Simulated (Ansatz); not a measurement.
# Stack of 1T-PtSe2 under 1T-SnS2 , upper layer turned by 180° in a perpendicular field

What dipole does a perpendicular field induce in the stack of 1T-PtSe2 under 1T-SnS2 , upper layer turned by 180°, and does the gap follow? A positive field points along +c.

Method: plane-wave DFT, PBE-D3(BJ), Ansatz PAW, in Ansatz 0.2.0.

Report form: inputs, costs, results and the conclusion, without the logs.

### Step 1. Starting point

The cell holds 6 atoms: 2 Se, 1 Pt, 2 S and 1 Sn. Its edges and angles: a = 3.725 Å, b = 3.725 Å, c = 45.233 Å, α = 90.0°, β = 90.0°, γ = 120.0°. Regions: layer 1: 1T-PtSe2, 3 atoms (2 Se and 1 Pt); layer 2: 1T-SnS2, 3 atoms (2 S and 1 Sn). Vacuum lies along c.

### Step 2. Relaxing the slab

The starting cell is a guess, so the in-plane lattice and the atoms are relaxed first, with the slab cut off from its images along the normal.

input.yaml

```yaml
crystal:
  lattice:
    - [3.725, 0.0, 0.0]
    - [-1.8625, 3.2259446291, 0.0]
    - [0.0, 0.0, 45.2328846396]
  atoms:
    - { symbol: Se, position: [0.6666666667, 0.3333333333, 0.4211537723] }
    - { symbol: Pt, position: [0.0, 0.0, 0.446220909] }
    - { symbol: Se, position: [0.3333333333, 0.6666666667, 0.4712880455] }
    - { symbol: S, position: [0.6666666667, 0.3333333333, 0.5387168647] }
    - { symbol: Sn, position: [0.3333333333, 0.6666666667, 0.5587815462] }
    - { symbol: S, position: [0.0, 0.0, 0.5788462277] }
  periodic: [true, true, false]
kpoints:
  mp_grid: { grid: [12, 12, 1] }
hamiltonian:
  xc: pbe
  dispersion: d3bj
scf:
  occupations: { method: fermi_dirac, width: 0.05 }
  convergence: { dr2_threshold: 1.0e-09 }
relax:
  f_tol: 0.004
  max_steps: 90
  cell: {}
output:
  write_potential: true
  write_density: true
  volumetric_format: npy
```

Run with:

```console
$ ansatz run input.yaml --threads 2 --pin off --max-ram 3072MiB --backend cpu --events-out ev --progress --plain --runs-dir out
```

Wall time 4.7 min (2 threads of Intel Xeon at 2.70GHz, shared host); peak memory 0.98 GiB; 9.2 min of CPU time.

The steps of the relaxation:

| step | energy less that of the first step (eV) | largest force component (eV/Å) | volume (Å³) |
| --- | --- | --- | --- |
| 1 | 0.0000 | 5.7821 | 543.55 |
| 2 | -2.3307 | 3.4789 | 554.95 |
| 3 | -3.3300 | 1.5580 | 554.80 |
| 4 | -3.5993 | 0.1665 | 545.24 |
| 5 | -3.6326 | 0.1090 | 542.16 |
| 6 | -3.6374 | 0.0832 | 536.31 |
| 7 | -3.6383 | 0.0301 | 535.96 |
| 8 | -3.6384 | 0.0023 | 535.77 |
| 9* | -3.6379 | 0.0024 | 535.77 |

Relaxation steps marked * repeat the geometry before them on a plane-wave basis chosen anew for their cell, so energy and pressure can jump there.

The run keeps the 6 symmetry operations that the program found, so distortions that break them were not tested.

| cell as run | before | after | change |
| --- | --- | --- | --- |
| a (Å) | 3.725 | 3.698 | -0.7 % |
| b (Å) | 3.725 | 3.698 | -0.7 % |

The atoms that moved most (Å, along periodic axes as changes of fractional coordinates times the final cell, across vacuum about the mean position):

| atom | dx | dy | dz | length |
| --- | --- | --- | --- | --- |
| S6 | 0.000 | 0.000 | 0.809 | 0.809 |
| Se1 | 0.000 | 0.000 | -0.440 | 0.440 |
| S4 | 0.000 | 0.000 | -0.319 | 0.319 |
| Sn5 | 0.000 | 0.000 | 0.247 | 0.247 |
| Pt2 | 0.000 | 0.000 | -0.238 | 0.238 |
| Se3 | 0.000 | 0.000 | -0.058 | 0.058 |

Final coordinates:

```cif
data_structure
_symmetry_space_group_name_H-M 'P 1'
_symmetry_Int_Tables_number 1
_cell_length_a 3.6982
_cell_length_b 3.6982
_cell_length_c 45.2329
_cell_angle_alpha 90.000
_cell_angle_beta 90.000
_cell_angle_gamma 120.000
_cell_volume 535.77
loop_
_atom_site_label
_atom_site_type_symbol
_atom_site_fract_x
_atom_site_fract_y
_atom_site_fract_z
_atom_site_occupancy
Se1 Se 0.66667 0.33333 0.41142 1
Pt2 Pt 0.00000 0.00000 0.44096 1
Se3 Se 0.33333 0.66667 0.47000 1
S4 S 0.66667 0.33333 0.53166 1
Sn5 Sn 0.33333 0.66667 0.56425 1
S6 S 0.00000 0.00000 0.59672 1
```

Numbers from this step:

```
energy at zero smearing : -31293.6798 eV
```

The lattice constant a goes from 3.725 to 3.698 Å.

### Step 3. Single point, field 0, start network

A sawtooth potential applies the field, turning back in the middle of the vacuum. With the dipole correction the typed value is the field outside the slab. The induced dipole is small, so the SCF threshold is tight.

The cell differs from the one that the last finished run ended in (c 45.233 → 26.382 Å).

input.yaml

```yaml
crystal:
  lattice:
    - [3.6982432165, 0.0, 0.0]
    - [-1.8491216082, 3.2027725748, 0.0]
    - [0.0, 0.0, 26.3817160907]
  atoms:
    - { symbol: Se, position: [0.6666666667, 0.3333333333, 0.3411453587] }
    - { symbol: Pt, position: [0.0, 0.0, 0.3917973925] }
    - { symbol: Se, position: [0.3333333333, 0.6666666667, 0.4415776983] }
    - { symbol: S, position: [0.6666666667, 0.3333333333, 0.5473072963] }
    - { symbol: Sn, position: [0.3333333333, 0.6666666667, 0.6031731168] }
    - { symbol: S, position: [0.0, 0.0, 0.6588546413] }
kpoints:
  mp_grid: { grid: [12, 12, 1] }
  band_path:
    path: [[0, 0, 0], [0.5, 0, 0], [0.33333333, 0.33333333, 0], [0, 0, 0]]
    npoints: 16
hamiltonian:
  xc: pbe
  dispersion: d3bj
scf:
  occupations: { method: fermi_dirac, width: 0.02585 }
  convergence: { dr2_threshold: 1.0e-10 }
efield:
  axis: 3
  dipole_correction: true
  ramp_position: 0.97
  ramp_width: 0.06
  amplitude: 0
output:
  dos: { projected: true, e_range: [-6, 5] }
  write_potential: true
  write_density: true
  volumetric_format: npy
  elf: true
```

The job ended after 29 s (2 threads; peak memory 0.84 GiB; 57 s of CPU time).

Read from the output:

| Quantity | Value |
| --- | --- |
| energy at zero smearing | -31293.6822 eV |
| dipole along the normal | 0.005076 e·Å |
| gap along the path | 0.2107 eV |
| smallest direct gap along the path | 1.288 eV |
| step between the vacuum levels | -0.07755 eV |
| ionisation energy, upper face | 5.497 eV |
| electron affinity, upper face | 5.287 eV |
| ionisation energy, lower face | 5.575 eV |
| gap, the smaller of path and mesh | 0.2107 eV |

Running mean over a fixed 2.8 Å (it still follows the layers) of the planar mean; the ramp of the sawtooth is left out. The electron's electrostatic potential energy less the Fermi level by z:

| z (Å) | electron's electrostatic potential energy less the Fermi level (eV) |
| --- | --- |
| 4 | 5.46 |
| 5 | 5.46 |
| 6 | 5.41 |
| 7 | 4.55 |
| 8 | 1.56 |
| 9 | -3.76 |
| 10 | -7.56 |
| 11 | -7.07 |
| 12 | -1.92 |
| 13 | 0.202 |
| 14 | -1.40 |
| 15 | -3.85 |
| 16 | -4.84 |
| 17 | -3.36 |
| 18 | -0.399 |
| 19 | 3.58 |
| 20 | 5.28 |
| 21 | 5.38 |
| 22 | 5.38 |
| 23 | 5.38 |

The density of states has structure finer than the step of the table below, so its rows give means over 0.25 eV. Peaks (eV: height): -5.370: 13.2, -5.120: 13.7, -4.950: 11.4, -2.530: 18.7, -2.470: 18.9, -2.170: 11.3, -1.950: 10.4.

Table of density of states by energy, zero at the Fermi level of the run, which the smearing sets inside the gap; means over each step:

| energy (eV) | density of states (states/eV a cell) |
| --- | --- |
| -5.75 | 2.14 |
| -5.50 | 4.24 |
| -5.25 | 6.62 |
| -5.00 | 7.66 |
| -4.75 | 3.36 |
| -4.50 | 4.14 |
| -4.25 | 4.17 |
| -4.00 | 5.44 |
| -3.75 | 6.28 |
| -3.50 | 5.72 |
| -3.25 | 4.86 |
| -3.00 | 2.36 |
| -2.75 | 2.30 |
| -2.50 | 10.3 |
| -2.25 | 5.70 |
| -2.00 | 6.92 |
| -1.75 | 5.89 |
| -1.50 | 5.25 |
| -1.25 | 2.32 |
| -1.00 | 2.94 |
| -0.75 | 2.75 |
| -0.50 | 3.65 |
| -0.25 | 3.38 |
| 0.00 | 0.0308 |
| 0.25 | 0.660 |
| 0.50 | 0.923 |
| 0.75 | 1.16 |
| 1.00 | 2.43 |
| 1.25 | 2.90 |
| 1.50 | 4.47 |
| 1.75 | 2.30 |

Projected DOS per atom over height of the atomic layer and energy from the Fermi level. Layers: Se Pt Se S Sn S from below.

Ten even steps from '0' (0.00 states/eV) to '9' (4.43 states/eV), each cell a mean:
```
222000
222000
000111
000010
000000
000000
202000
212000
111000
222000
111405
121404
191202
010101
040202
141212
241111
121111
121000
283100
131111
011000
```
Columns: height of the atomic layer (Å) from 9 to 17.4 (not evenly spaced); rows upwards: energy from the Fermi level (eV) from -5.96 to 2.05.

Electronic bands along the path, in eV, zero at the Fermi level of the run, which the smearing sets inside the gap:

| point | band 35 | band 36 | band 37 | band 38 | band 39 | band 40 | band 41 | band 42 |
| --- | --- | --- | --- | --- | --- | --- | --- | --- |
| Γ | -1.47 | -0.66 | -0.22 | -0.22 | 1.14 | 2.31 | 2.74 | 2.74 |
| halfway | -1.56 | -0.84 | -0.56 | -0.38 | 1.02 | 1.35 | 2.32 | 3.53 |
| M | -2.11 | -2.07 | -1.69 | -1.39 | 0.09 | 2.19 | 2.47 | 3.29 |
| halfway | -2.13 | -1.99 | -1.43 | -1.11 | 0.82 | 1.72 | 2.09 | 4.37 |
| K | -2.17 | -1.98 | -1.24 | -1.17 | 1.09 | 1.66 | 1.73 | 4.53 |
| halfway | -1.83 | -1.14 | -0.85 | -0.21 | 1.29 | 1.62 | 1.72 | 4.10 |
| Γ | -1.47 | -0.66 | -0.22 | -0.22 | 1.14 | 2.31 | 2.74 | 2.74 |

ELF in the ca plane at fractional y = 0.000, with atoms of Pt and S within 0.2 Å of it. It is the smooth field of the valence electrons, not physical close to the nuclei.

Ten even steps from '0' (0.00) to '9' (0.92), each cell a mean:
```
00000000001246776421000000000137842799852100
00000000012334554322100001111136888998742000
00000001234443333444310134543224688876420000
00000024566653223566520257764222344432100000
00000135677653113567620268875322211000000000
00000124677653223566620268874222222110000000
00000012455543223555410146653223567654210000
00000000123333443333100012321125888998631000
00000000001235665321000000000137876899752000
00000000001357777531000000000147820699863100
```
Columns run along c (16.0 Å, from fractional 0.19 to 0.80 of the cell), rows up along a (3.7 Å). Atoms in or near the plane, at fractional coordinates: Pt at (0.39, 0.00), S at (0.66, 0.00).

Electrostatic potential energy in the ca plane at fractional y = 0.000, with atoms of Pt and S within 0.2 Å of it. With pseudopotentials it is smooth inside the atoms' cores, unlike the true potential.

Ten even steps from '0' (-39 eV) to '9' (6 eV), each cell a mean:
```
99999971000179999999999998601027999999999999
99999985101589999999999988742268999999999999
99999988666889999999998888887789999999999999
99998888888888899999888777889999999999999999
99998788999877899998888766789999999999999999
99998888999888899998888767789999999999999999
99999888888888999999988877888899999999999999
99999986424789999999999888865579999999999999
99999973000389999999999998720038999999999999
99999970000179999999999998502117999999999999
```
Columns run along c (16.0 Å, from fractional 0.27 to 0.88 of the cell; values clipped at the 3rd and 97th percentile), rows up along a (3.7 Å). Atoms in or near the plane, at fractional coordinates: Pt at (0.39, 0.00), S at (0.66, 0.00).

Valence density in the ca plane at fractional y = 0.000, with atoms of Pt and S within 0.2 Å of it. It is the smooth field of the valence electrons, not physical close to the nuclei.

Values in units of 1e0 e/Å³, 6 rows by 16 columns, each cell a mean:
```
0.0 0.1 1.4 6.8 0.9 0.0 0.0 0.0 0.1 0.5 0.9 0.4 0.0 0.0 0.0 0.0
0.0 0.1 0.4 0.9 0.3 0.1 0.1 0.2 0.2 0.3 0.5 0.1 0.0 0.0 0.0 0.0
0.0 0.2 0.3 0.2 0.3 0.2 0.1 0.4 0.4 0.2 0.1 0.0 0.0 0.0 0.0 0.0
0.0 0.2 0.3 0.3 0.3 0.2 0.1 0.3 0.3 0.2 0.2 0.0 0.0 0.0 0.0 0.0
0.0 0.1 0.5 2.0 0.4 0.1 0.0 0.1 0.1 0.4 0.7 0.2 0.0 0.0 0.0 0.0
0.0 0.1 1.8 8.8 1.2 0.0 0.0 0.0 0.1 0.6 0.8 0.5 0.0 0.0 0.0 0.0
```
Columns run along c (16.0 Å, from fractional 0.27 to 0.88 of the cell), rows up along a (3.7 Å). Atoms in or near the plane, at fractional coordinates: Pt at (0.39, 0.00), S at (0.66, 0.00).

The gap is 0.21 eV, with the valence edge 5.50 eV and the conduction edge 5.29 eV under the upper vacuum level. Spin-orbit coupling, left out in this run, matters for the bands of elements this heavy.

### Step 4. Single point, field 0.1 V/Å

input.yaml, as its differences from that of step 3:

```diff
@@ -26,7 +26,6 @@
   dipole_correction: true
-  ramp_position: 0.97
-  ramp_width: 0.06
-  amplitude: 0
+  ramp_position: 0.9526
+  ramp_width: 0.0891
+  amplitude: 0.1
 output:
-  dos: { projected: true, e_range: [-6, 5] }
   write_potential: true
@@ -34,2 +33 @@
   volumetric_format: npy
-  elf: true
```

Wall time 32 s (2 threads); peak memory 0.75 GiB; 63 s of CPU time.

The dipole is 0.0697 e·Å, 0.0646 e·Å from its value without field, and the gap 0.260 eV.

### Step 5. Single point, field -0.1 V/Å

input.yaml, as its differences from that of step 4:

```diff
@@ -28,3 +28,3 @@
   ramp_width: 0.0891
-  amplitude: 0.1
+  amplitude: -0.1
 output:
```

The job ended after 38 s (2 threads; peak memory 0.74 GiB).

The dipole is -0.0600 e·Å, -0.0650 e·Å from its value without field, and the gap 0.167 eV.

### Step 6. Response, atoms held

This step: plane-wave DFT, PBE-D3(BJ), Ansatz PAW; response to a field along the normal, atoms held (Ansatz 0.2.0).

The dipoles give the slope, and the difference of two potentials shows where the field is screened.

Numbers from this step:

```
equivalent conductor thickness p/(ε₀AE) : 9.903 Å
distance between the outer atoms        : 8.382 Å
```

Dipole of the cell against applied field:

| applied field (V/Å) | dipole of the cell (e·Å) |
| --- | --- |
| -0.1000 | -0.0600 |
| 0.0000 | 0.00508 |
| 0.1000 | 0.0697 |

Local field over the applied field, running mean. From the potentials at -0.1 and 0.1 V/Å; running mean over 2.8 Å. The local field over applied field by z:

| z (Å) | local field over applied field |
| --- | --- |
| 4.5 | 0.997 |
| 5.0 | 0.993 |
| 5.5 | 0.980 |
| 6.0 | 0.950 |
| 6.5 | 0.884 |
| 7.0 | 0.770 |
| 7.5 | 0.621 |
| 8.0 | 0.458 |
| 8.5 | 0.296 |
| 9.0 | 0.161 |
| 9.5 | 0.0695 |
| 10.0 | 0.0241 |
| 10.5 | 0.0142 |
| 11.0 | 0.0340 |
| 11.5 | 0.0737 |
| 12.0 | 0.119 |
| 12.5 | 0.152 |
| 13.0 | 0.166 |
| 13.5 | 0.158 |
| 14.0 | 0.133 |
| 14.5 | 0.104 |
| 15.0 | 0.0749 |
| 15.5 | 0.0534 |
| 16.0 | 0.0518 |
| 16.5 | 0.0784 |
| 17.0 | 0.138 |
| 17.5 | 0.243 |
| 18.0 | 0.387 |
| 18.5 | 0.553 |
| 19.0 | 0.712 |
| 19.5 | 0.847 |
| 20.0 | 0.934 |
| 20.5 | 0.976 |
| 21.0 | 0.992 |
| 21.5 | 0.997 |
| 22.0 | 0.999 |

Electrons, planar mean, per unit field. Induced electron density against z:

| z (Å) | induced electron density (e/Å³ per V/Å) |
| --- | --- |
| 4.5 | 9.3e-6 |
| 5.0 | 2.7e-5 |
| 5.5 | 7.7e-5 |
| 6.0 | 2.1e-4 |
| 6.5 | 5.3e-4 |
| 7.0 | 0.00124 |
| 7.5 | 0.00251 |
| 8.0 | 0.00329 |
| 8.5 | 0.00178 |
| 9.0 | 0.00108 |
| 9.5 | 4.2e-4 |
| 10.0 | -2.2e-4 |
| 10.5 | -6.0e-5 |
| 11.0 | 1.3e-4 |
| 11.5 | -6.7e-4 |
| 12.0 | -9.3e-4 |
| 12.5 | -0.00106 |
| 13.0 | -2.6e-4 |
| 13.5 | 0.00108 |
| 14.0 | 0.00103 |
| 14.5 | 6.3e-4 |
| 15.0 | -1.9e-4 |
| 15.5 | -7.0e-4 |
| 16.0 | 2.6e-4 |
| 16.5 | 7.3e-4 |
| 17.0 | -7.2e-4 |
| 17.5 | -0.00126 |
| 18.0 | -0.00286 |
| 18.5 | -0.00326 |
| 19.0 | -0.00178 |
| 19.5 | -7.2e-4 |
| 20.0 | -2.6e-4 |
| 20.5 | -8.7e-5 |
| 21.0 | -2.7e-5 |
| 21.5 | -8.2e-6 |
| 22.0 | -2.4e-6 |

The smaller of the gaps on the path and on the k-mesh, counted as 0 under 0.03 eV. The gap by applied field:

| applied field (V/Å) | gap (eV) |
| --- | --- |
| -0.1000 | 0.167 |
| 0.0000 | 0.211 |
| 0.1000 | 0.26 |

By hand: between -0.1 and 0.1 V/Å the dipole changes by 0.1297 e·Å, a slope of 0.6483 e·Å²/V. A perfect conductor of thickness t has p = ε₀AEt, so t = 180.95 × 0.6483 / 11.845 = 9.90 Å (e/ε₀ = 180.95 V·Å, A in Å²).

The induced dipole is that of a conductor 9.90 Å thick.

### Step 7. Outcome

* gap without field: 0.211 eV
* ionisation energy, upper face: 5.50 eV
* electron affinity, upper face: 5.29 eV
* step between the vacuum levels: -0.0776 eV
* equivalent conductor thickness, atoms held: 9.90 Å

**Reading.** The induced dipole equals that of a perfect conductor 9.90 Å thick, while the outer atoms lie 8.38 Å apart; an out-of-plane ε follows only once a thickness t is chosen, by 1 − 1/ε = 9.90 Å / t. The two faces differ: the vacuum level above lies 0.08 eV lower than the one below. The gap goes from 0.21 eV to 0.17 eV at -0.1 V/Å. Semilocal functionals give gaps that are too small, and excitons are not included. Spin-orbit coupling is left out, which matters for the bands of elements this heavy.

[Long decimals in the printed logs are rounded to 6 places.]

[Logs are printed without paths, hosts, clocks, repeated set-up lines and the standing remarks that a program may print on its own settings, such as how far it seeks lower states.]

[Hosts, paths, dates, database ids (printed as entryN), source tags and the programs' standing remarks are cut or masked in the printed files.]

[Maps of the electrostatic potential energy from Ansatz leave out the sawtooth potential of an applied field or a dipole correction, so their vacuum need not be flat; planar profiles and work functions include it.]

[The density of states shown here was stored with 400 of the rows of the run's finer table, so its peaks can read low, often by over a quarter, or be missed, and its means over a window can be off by a tenth or more.]
